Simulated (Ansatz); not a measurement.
# Ba on Hf(0001): change of the work function, part 3 of 3

Aim: the work function of Hf(0001) at several coverages of Ba (fcc site), and the dipole that each adsorbate carries.

Ansatz 0.2.0; plane-wave DFT, PBE, Ansatz PAW.

So far, work function, upper face (eV): step 2 (the clean slab) 4.33; step 3 (37 atoms, coverage 0.111 ML, cell 3x3) 2.48.

## Step 4: The covered slab, k-mesh 6×6×1, coverage 0.25 ML

System of this step: Ba/Hf(0001). The cell holds 17 atoms: 16 Hf and 1 Ba. Cell: a = 6.400 Å, b = 6.400 Å, c = 29.117 Å, α = 90.0°, β = 90.0°, γ = 60.0°. Vacuum lies along c.

Another coverage, to see how the dipoles act on each other as their distance changes.

Input file input.yaml:

```yaml
crystal:
  lattice:
    - [6.4, 0.0, 0.0]
    - [3.2, 5.5425625842, 0.0]
    - [0.0, 0.0, 29.1171415841]
  atoms:
    - { symbol: Hf, position: [0.3333333333, 0.3333333333, 0.3090962749] }
    - { symbol: Hf, position: [0.0, 0.0, 0.396027885] }
    - { symbol: Hf, position: [0.3333333333, 0.3333333333, 0.486682665] }
    - { symbol: Hf, position: [0.0, 0.0, 0.5684011357] }
    - { symbol: Hf, position: [0.3333333333, 0.8333333333, 0.3090962749] }
    - { symbol: Hf, position: [0.0, 0.5, 0.396027885] }
    - { symbol: Hf, position: [0.3333333333, 0.8333333333, 0.486682665] }
    - { symbol: Hf, position: [0.0, 0.5, 0.5684011357] }
    - { symbol: Hf, position: [0.8333333333, 0.3333333333, 0.3090962749] }
    - { symbol: Hf, position: [0.5, 0.0, 0.396027885] }
    - { symbol: Hf, position: [0.8333333333, 0.3333333333, 0.486682665] }
    - { symbol: Hf, position: [0.5, 0.0, 0.5684011357] }
    - { symbol: Hf, position: [0.8333333333, 0.8333333333, 0.3090962749] }
    - { symbol: Hf, position: [0.5, 0.5, 0.396027885] }
    - { symbol: Hf, position: [0.8333333333, 0.8333333333, 0.486682665] }
    - { symbol: Hf, position: [0.5, 0.5, 0.5684011357] }
    - { symbol: Ba, position: [0.1666666667, 0.1666666667, 0.6909037251] }
kpoints:
  mp_grid: { grid: [6, 6, 1] }
hamiltonian:
  xc: pbe
scf:
  occupations: { method: fermi_dirac, width: 0.1 }
  convergence: { dr2_threshold: 1.0e-08 }
efield:
  axis: 3
  dipole_correction: true
  ramp_position: 0.97
  ramp_width: 0.06
relax:
  f_tol: 0.02
  max_steps: 60
  constraints: [{ sites: [0, 1, 4, 5, 8, 9, 12, 13] }]
output:
  dos: { projected: true, e_range: [-8, 4] }
  write_potential: true
  write_density: true
  volumetric_format: npy
  elf: true
```

Run with:

```bash
ansatz run input.yaml --threads 4 --pin off --max-ram 16384MiB --backend cpu --events-out ev --progress --plain --runs-dir out
```

Numbers of over 12 decimals in the logs are rounded to 6 here.

What it wrote:

```text
[...]
Crystal: 17 atoms, lattice volume = 1032.855 Å³
Basis set: ecut = 420 eV, 20233 PW (Γ), exchange–correlation on 90×90×400 points (8 copies of the dense FFT grid, shifted against one another)
Bands: 256, of which v1, the nominal top of the filled ones, is band 213 counted from 1 (212 counted from 0)
Symmetry: 6 space group operations
[...]
k-points: 7 of 36 (time reversal used)
[...]
SCF iter   1: F=—  HF=-257485.413359 eV  |F-HF|=—  |Δ(HF+E_count)|=         —  Δρ=7.62e-3  dr2=3.40e1  ethr=1.77e-3  p=0.726 e·Å  D=1.27e-1 V/Å  ΔV_dip=-3.70 eV  dr2_dipole=3.44e1  V_vac-E_F(+/−)=0.81/4.51 eV  ⟨swp⟩=7.1  Hψ=7197  notcnv=0
[...]
SCF iter  14: F=-257484.510400 eV  HF=-257484.510400 eV  |F-HF|=5.41e-9  |Δ(HF+E_count)|=   6.29e-9  Δρ=3.65e-7  dr2=8.01e-9  ethr=2.35e-12  p=0.435 e·Å  D=7.62e-2 V/Å  ΔV_dip=-2.22 eV  dr2_dipole=3.08e-9  V_vac-E_F(+/−)=2.16/4.37 eV  ⟨swp⟩=16.3  Hψ=16534  notcnv=0
SCF 1 converged in 14 iterations: F = -257484.510400 eV  dr2 = 8.01e-9
[...]
relax step   1: F+E_penalty+E_count = -257484.51039988 eV  Δ(F+E_penalty+E_count) = +0.000e0 eV  max|allowed force component| = 1.029e0 eV/Å  Δτ_max = 0.0000 Å  (14 SCF iters, accepted)
[...]
SCF iter  11: F=-257484.687205 eV  HF=-257484.687205 eV  |F-HF|=7.48e-9  |Δ(HF+E_count)|=   1.01e-8  Δρ=5.53e-7  dr2=7.14e-9  ethr=2.35e-12  p=0.466 e·Å  D=8.16e-2 V/Å  ΔV_dip=-2.38 eV  dr2_dipole=1.20e-9  V_vac-E_F(+/−)=1.99/4.37 eV  ⟨swp⟩=13.9  Hψ=16984  notcnv=0
SCF 2 converged in 11 iterations: F = -257484.687205 eV  dr2 = 7.14e-9
[...]
relax step   2: F+E_penalty+E_count = -257484.68720472 eV  Δ(F+E_penalty+E_count) = -1.768e-1 eV  max|allowed force component| = 8.990e-1 eV/Å  Δτ_max = 0.1943 Å  (11 SCF iters, accepted)
SCF iter   1: F=—  HF=-257484.898439 eV  |F-HF|=—  |Δ(HF+E_count)|=         —  Δρ=3.04e-3  dr2=3.12e0  ethr=2.16e-3  p=0.466 e·Å  D=8.16e-2 V/Å  ΔV_dip=-2.38 eV  dr2_dipole=1.17e0  V_vac-E_F(+/−)=2.02/4.39 eV  ⟨swp⟩=5.3  Hψ=4005  notcnv=0  defer=2
[...]
SCF iter  11: F=-257484.844406 eV  HF=-257484.844406 eV  |F-HF|=2.91e-11  |Δ(HF+E_count)|=   1.72e-9  Δρ=2.39e-7  dr2=1.01e-9  ethr=2.35e-12  p=0.478 e·Å  D=8.38e-2 V/Å  ΔV_dip=-2.44 eV  dr2_dipole=9.61e-11  V_vac-E_F(+/−)=1.93/4.37 eV  ⟨swp⟩=9.9  Hψ=13500  notcnv=0
SCF 3 converged in 11 iterations: F = -257484.844406 eV  dr2 = 1.01e-9
[...]
relax step   3: F+E_penalty+E_count = -257484.84440643 eV  Δ(F+E_penalty+E_count) = -1.572e-1 eV  max|allowed force component| = 3.853e-1 eV/Å  Δτ_max = 0.1950 Å  (11 SCF iters, accepted)
[...]
relax step   4: F+E_penalty+E_count = -257484.87419938 eV  Δ(F+E_penalty+E_count) = -2.979e-2 eV  max|allowed force component| = 1.560e-1 eV/Å  Δτ_max = 0.1943 Å  (11 SCF iters, accepted)
[...]
relax step   5: F+E_penalty+E_count = -257484.87788492 eV  Δ(F+E_penalty+E_count) = -3.686e-3 eV  max|allowed force component| = 2.436e-2 eV/Å  Δτ_max = 0.0315 Å  (9 SCF iters, accepted)
SCF iter   1: F=—  HF=-257484.878983 eV  |F-HF|=—  |Δ(HF+E_count)|=         —  Δρ=9.88e-5  dr2=2.55e-3  ethr=2.10e-5  p=0.473 e·Å  D=8.28e-2 V/Å  ΔV_dip=-2.41 eV  dr2_dipole=1.25e-3  V_vac-E_F(+/−)=1.96/4.37 eV  ⟨swp⟩=2.0  Hψ=2467  notcnv=0  defer=14
[...]
SCF iter   7: F=-257484.877991 eV  HF=-257484.877991 eV  |F-HF|=4.66e-10  |Δ(HF+E_count)|=   1.75e-9  Δρ=3.29e-7  dr2=3.02e-9  ethr=2.35e-12  p=0.473 e·Å  D=8.29e-2 V/Å  ΔV_dip=-2.41 eV  dr2_dipole=5.21e-15  V_vac-E_F(+/−)=1.96/4.37 eV  ⟨swp⟩=14.0  Hψ=16139  notcnv=0
SCF 6 converged in 7 iterations: F = -257484.877991 eV  dr2 = 3.02e-9
relax step   6: F+E_penalty+E_count = -257484.87799072 eV  Δ(F+E_penalty+E_count) = -1.058e-4 eV  max|allowed force component| = 3.463e-3 eV/Å  Δτ_max = 0.0072 Å  (7 SCF iters, accepted)
[...]
SCF converged after 7 iterations
Free energy (F): -257484.877991 eV
[...]
Internal energy: -257484.106782 eV  (E = F + TS)
E sigma→0 (E₀):  -257484.492386 eV
Entropy (-TS):   -0.771209 eV (-45.365 meV/atom)
Fermi energy:    5.466036 eV
Dipole field:    D = 0.082927 V/Å  (p = 0.473342 e·Å, saw-weighted, corrected)
Work function:   Φ+ = 1.9584 eV   Φ− = 4.3731 eV
[...]
--- Forces (eV/Å), atoms counted from 1 ---
  atom   1  Hf    -0.00642240    -0.00370798     0.62654241
  atom   2  Hf    -0.02076977    -0.01199143    -0.63890955
  atom   3  Hf     0.00077596     0.00044800    -0.00041749
  atom   4  Hf     0.00299939     0.00173170    -0.00024191
  atom   5  Hf     0.00000000     0.00741595     0.62654241
  atom   6  Hf    -0.00000000     0.02398286    -0.63890955
  atom   7  Hf     0.00000000    -0.00089600    -0.00041749
  atom   8  Hf    -0.00000000    -0.00346340    -0.00024191
  atom   9  Hf     0.00642240    -0.00370798     0.62654241
  atom  10  Hf     0.02076977    -0.01199143    -0.63890955
  atom  11  Hf    -0.00077596     0.00044800    -0.00041749
  atom  12  Hf    -0.00299939     0.00173170    -0.00024191
  atom  13  Hf     0.00000000     0.00000000     0.62929171
  atom  14  Hf    -0.00000000    -0.00000000    -0.59270795
  atom  15  Hf     0.00000000     0.00000000     0.00003585
  atom  16  Hf    -0.00000000    -0.00000000     0.00138660
  atom  17  Ba    -0.00000000     0.00000000     0.00108117
  max |Σ_I F_I| component: 7.80e-6 eV/Å
--- Band table (eV; the first three rows and the last of 7) ---
  k-point 0: bands = [... 209 lower, 5.4289, 5.7281, 5.8435, 5.8551, 5.8551, 6.1537, 6.1936, 6.3742, ... 39 higher]
  k-point 1: bands = [... 209 lower, 5.4168, 5.5831, 5.7242, 5.7532, 5.7565, 6.0241, 6.1021, 6.1102, ... 39 higher]
  k-point 2: bands = [... 209 lower, 5.2540, 5.2655, 5.4261, 5.4502, 5.4783, 5.6474, 5.7696, 5.8199, ... 39 higher]
  k-point 6: bands = [... 209 lower, 5.0149, 5.0264, 5.0631, 5.0737, 5.1261, 5.3749, 5.4177, 5.5341, ... 39 higher]
--- Relaxed structure (6 steps of the walk, 6 accepted, 0 SCFs on fresh bases) ---
  F+E_penalty+E_count = -257484.87799072 eV   max|allowed force component| = 3.463e-3 eV/Å
  atoms:
    - { symbol: Hf, position: [0.333333, 0.333333, 0.3090962749] }
    - { symbol: Hf, position: [2.66671216701714e-17, 2.66671216701714e-17, 0.396027885] }
    - { symbol: Hf, position: [0.335185, 0.335185, 0.486547] }
    - { symbol: Hf, position: [0.00219893, 0.00219893, 0.568468] }
    - { symbol: Hf, position: [0.333333, 0.833333, 0.3090962749] }
    - { symbol: Hf, position: [5.551115123125783e-17, 0.5, 0.396027885] }
    - { symbol: Hf, position: [0.335185, 0.829631, 0.486547] }
    - { symbol: Hf, position: [0.00219893, 0.495602, 0.568468] }
    - { symbol: Hf, position: [0.833333, 0.333333, 0.3090962749] }
    - { symbol: Hf, position: [0.5, 2.66671216701714e-17, 0.396027885] }
    - { symbol: Hf, position: [0.829631, 0.335185, 0.486547] }
    - { symbol: Hf, position: [0.495602, 0.00219893, 0.568468] }
    - { symbol: Hf, position: [0.833333, 0.833333, 0.3090962749] }
    - { symbol: Hf, position: [0.5, 0.5, 0.396027885] }
    - { symbol: Hf, position: [0.833333, 0.833333, 0.485989] }
    - { symbol: Hf, position: [0.5, 0.5, 0.572782] }
    - { symbol: Ba, position: [0.166667, 0.166667, 0.673807] }
```

Wall time 9 min (4 threads of Arm Neoverse V1, shared host); peak memory 5.8 GiB.

The steps of the relaxation:

```csv
step,energy less that of the first step (eV),largest force component (eV/Å)
1,0.0000,1.0293
2,-0.1768,0.8990
3,-0.3340,0.3853
4,-0.3638,0.1560
5,-0.3675,0.0244
6,-0.3676,0.0035
```

The run keeps the 6 symmetry operations that it works with, so distortions that break them were not tested.

The atoms that moved most (Å):

```csv
atom,dx,dy,dz,length
Ba17,0.000,0.000,-0.498,0.498
Hf16,0.000,0.000,0.128,0.128
Hf4,0.021,0.012,0.002,0.024
Hf12,-0.021,0.012,0.002,0.024
Hf8,0.000,-0.024,0.002,0.024
Hf7,0.000,-0.021,-0.004,0.021
Hf11,-0.018,0.010,-0.004,0.021
Hf3,0.018,0.010,-0.004,0.021
```

The relaxed structure:

```cif
data_structure
_symmetry_space_group_name_H-M 'P 1'
_symmetry_Int_Tables_number 1
_cell_length_a 6.4000
_cell_length_b 6.4000
_cell_length_c 29.1171
_cell_angle_alpha 90.000
_cell_angle_beta 90.000
_cell_angle_gamma 60.000
_cell_volume 1032.85
loop_
_atom_site_label
_atom_site_type_symbol
_atom_site_fract_x
_atom_site_fract_y
_atom_site_fract_z
_atom_site_occupancy
Hf1 Hf 0.33333 0.33333 0.30910 1
Hf2 Hf 0.00000 0.00000 0.39603 1
Hf3 Hf 0.33518 0.33518 0.48655 1
Hf4 Hf 0.00220 0.00220 0.56847 1
Hf5 Hf 0.33333 0.83333 0.30910 1
Hf6 Hf 0.00000 0.50000 0.39603 1
Hf7 Hf 0.33518 0.82963 0.48655 1
Hf8 Hf 0.00220 0.49560 0.56847 1
Hf9 Hf 0.83333 0.33333 0.30910 1
Hf10 Hf 0.50000 0.00000 0.39603 1
Hf11 Hf 0.82963 0.33518 0.48655 1
Hf12 Hf 0.49560 0.00220 0.56847 1
Hf13 Hf 0.83333 0.83333 0.30910 1
Hf14 Hf 0.50000 0.50000 0.39603 1
Hf15 Hf 0.83333 0.83333 0.48599 1
Hf16 Hf 0.50000 0.50000 0.57278 1
Ba17 Ba 0.16667 0.16667 0.67381 1
```

Numbers from this step:

```
energy at zero smearing        : -257484.4924 eV
work function, upper face      : 1.958 eV
work function, lower face      : 4.373 eV
dipole along the normal        : 0.4733 e·Å
step between the vacuum levels : -2.415 eV
```

Running mean over 2.5312 Å of the planar mean; the ramp of the sawtooth is left out. Electron's electrostatic potential energy less the Fermi level against z:

```csv
z (Å),electron's electrostatic potential energy less the Fermi level (eV)
4,4.37
5,4.35
6,4.12
7,2.31
8,-4.05
9,-7.41
10,-7.30
11,-7.25
12,-7.08
13,-6.73
14,-7.25
15,-7.88
16,-7.75
17,-6.72
18,-2.34
19,-0.483
20,-1.02
21,0.198
22,1.56
23,1.87
24,1.94
25,1.95
```

The density of states has structure finer than the step of the table below, so its rows give means over 0.5 eV, whole bins alone (the curve runs from -8 to 1.98 eV). Peaks (eV: height): -0.93: 64.1, -0.45: 47.4, 0.96: 52.0, 1.35: 70.4, 1.56: 47.9, 1.71: 43.1, 1.77: 43.9.

The density of states by energy, zero at the Fermi level; means over each step:

```csv
energy (eV),density of states (states/eV a cell)
-7.5,0
-7.0,0.114
-6.5,1.05
-6.0,1.33
-5.5,2.55
-5.0,2.06
-4.5,4.29
-4.0,5.07
-3.5,6.56
-3.0,11.9
-2.5,13.1
-2.0,11.1
-1.5,12.6
-1.0,30.8
-0.5,15.7
0.0,23.4
0.5,26.5
1.0,29.7
1.5,28.0
```

Projected DOS per atom over height of the atomic layer and energy from the Fermi level. Layers: Hf4 Hf4 Hf4 Hf4 Ba from below.

Ten even steps from '0' (0.00 states/eV) to '9' (1.95 states/eV), each cell a mean:
```
56770
45771
97783
96572
94471
63350
89896
54560
23320
34430
33330
23420
22220
10010
11110
00000
00000
00000
00000
00000
00000
00000
```
Columns: height of the atomic layer (Å) from 9 to 19.6 (not evenly spaced); rows upwards: energy from the Fermi level (eV) from -7.96 to 1.95.

ELF in the ca plane at fractional y = 0.000, with atoms of Hf within 0.2 Å of it. It is the smooth field of the valence electrons, not physical close to the nuclei.

Ten even steps from '0' (0.00) to '9' (0.88), each cell a mean:
```
42699962366677437998511211000000110000000000
42368631332234324775212332111111000000000000
33222213321222322222123443322111000000000000
24432234312321244322345544332211000000000000
24432234312321244322345544332211000000000000
33223213321222322222123443322111000000000000
42368731333234324775212332111111000000000000
42699962366677437998511211000000110000000000
42799972467788438999511100000000111100000000
42489852354456426998411112442101122210000000
32245422322123322453222126886311123221000000
34322224311221232222343259998521123321000000
25532345312321244323553269998521123321100000
34322224311221232222343259998521123321000000
32245422332223322553222126876311123221000000
42489852354456426998411102332101122210000000
42799972467788438999511100000000111100000000
```
Columns run along c (16.0 Å, from fractional 0.35 to 0.90 of the cell), rows up along a (6.4 Å). Atoms in or near the plane, at fractional coordinates: Hf at (0.40, 0.00), Hf at (0.57, 0.00), Hf at (0.40, 0.50), Hf at (0.57, 0.50).

Electrostatic potential energy in the ca plane at fractional y = 0.000, with atoms of Hf within 0.2 Å of it. With pseudopotentials it is smooth inside the atoms' cores, unlike the true potential.

Ten even steps from '0' (-35 eV) to '9' (9 eV), each cell a mean:
```
97200027999999861000479999999999999999999999
98521258998889874113689999999999999999999999
88866689987678887667899999999999999999999999
89988899986557899888999999999999999999999999
89988899986557899888999999999999999999999999
88865688987678887667899999999999999999999999
98520158998889874113689999999999999999999999
97200027999999861000479999999999999999999999
96201016899999850010379999999999999999999999
97300037999999862001589988888999999999999999
98743478988788886335789887667899999999999999
89887889987667898778999875446889999999999999
89998899986557899889999864346889999999999999
89887889987667898778999875456889999999999999
98643468988788886335789887677899999999999999
97300037999999862001589988888999999999999999
96201016899999850010379999999999999999999999
```
Columns run along c (16.0 Å, from fractional 0.35 to 0.90 of the cell; values clipped at the 3rd and 97th percentile), rows up along a (6.4 Å). Atoms in or near the plane, at fractional coordinates: Hf at (0.40, 0.00), Hf at (0.57, 0.00), Hf at (0.40, 0.50), Hf at (0.57, 0.50).

Valence density in the ca plane at fractional y = 0.000, with atoms of Hf within 0.2 Å of it. It is the smooth field of the valence electrons, not physical close to the nuclei.

Ten steps, logarithmic in the rise over the least value, from '0' (0 e/Å³) to '9' (31 e/Å³), each cell a mean:
```
11589851111111126897310000000000000000000000
11256521011111113564200000000000000000000000
11122210011111111221000000000000000000000000
10111100012221111110000000000000000000000000
10111100012221111110000000000000000000000000
11122210011111111221000000000000000000000000
11356531011111113564200000000000000000000000
11589851111111126897310000000000000000000000
12589852111111136998410000000000000000000000
11478741101111125786310000000000000000000000
11134311011111112443100001110000000000000000
10111110011221111111000012221000000000000000
10011000012221111111000012221000000000000000
10111110011221111111000012221000000000000000
11234311011111112443100001110000000000000000
11478741101111125786310000000000000000000000
12589852111111136998410000000000000000000000
```
Columns run along c (16.0 Å, from fractional 0.35 to 0.90 of the cell), rows up along a (6.4 Å). Atoms in or near the plane, at fractional coordinates: Hf at (0.40, 0.00), Hf at (0.57, 0.00), Hf at (0.40, 0.50), Hf at (0.57, 0.50).

The relaxation took 6 steps and lowered the energy by 0.37 eV; the largest force on the free atoms ends at 0.0035 eV/Å.

By hand: a sheet of dipoles makes a step −p/(ε₀A) in the electron's potential. With e/ε₀ = 180.95 V·Å, p = 0.4733 e·Å and A = 35.47 Å², that is −180.95 × (0.4733) / 35.47 = -2.415 eV, and the two vacuum levels of the run differ by -2.415 eV.

The covered face has 1.96 eV, -2.37 eV against the clean one; the bare back face has moved by -0.01 eV, a measure of how thin the slab is.

## Step 5: Work function against coverage

This step: plane-wave DFT, PBE, Ansatz PAW; work function against coverage (Ansatz 0.2.0).

The runs are now put side by side.

This step gave:

| Property | Result |
| --- | --- |
| work function of the clean face | 4.332 eV |
| largest change of the work function | -2.374 eV |

The work function of the covered face by coverage:

```csv
coverage (adsorbates/nm²),work function of the covered face (eV)
0.00,4.33
1.25,2.48
2.82,1.96
```

The dipole per adsorbate comes from the change of the cell's dipole. Coverage, by row:

```csv
coverage (1/nm²),coverage (ML),work function (eV),change (eV),"dipole per adsorbate, positive end outwards (debye)",mean height of the added atoms over the highest substrate atom (Å)
1.253,0.1111,2.483,-1.849,3.908,2.96
2.819,0.25,1.958,-2.374,2.228,2.942
```

## Step 6: What came out

| Quantity | Value |
| --- | --- |
| work function of the clean face | 4.33 eV |
| work function at 0.11 ML | 2.48 eV |
| work function at 0.25 ML | 1.96 eV |
| dipole per adsorbate at 0.11 ML, positive end outwards | 3.91 D |

What this shows: Ba lowers the work function of Hf(0001) at the lowest coverage, by 1.85 eV: the adsorbate layer has its positive end outwards. The slab has 4 layers, at the tabulated experimental lattice constant, one starting site was run, and quantum-size effects of a slab this thin can reach one or two tenths of an eV.

[Logs are printed without paths, hosts, clocks, repeated set-up lines and the standing remarks that a program may print on its own settings, such as how far it seeks lower states.]

[Hosts, paths, dates, database ids (printed as entryN), source tags and the programs' standing remarks are cut or masked in the printed files.]

[Maps of the electrostatic potential energy from Ansatz leave out the sawtooth potential of an applied field or a dipole correction, so their vacuum need not be flat; planar profiles and work functions include it.]

[The density of states shown here was stored with 400 of the rows of the run's finer table, so its peaks can read low, often by over a quarter, or be missed, and its means over a window can be off by a tenth or more.]
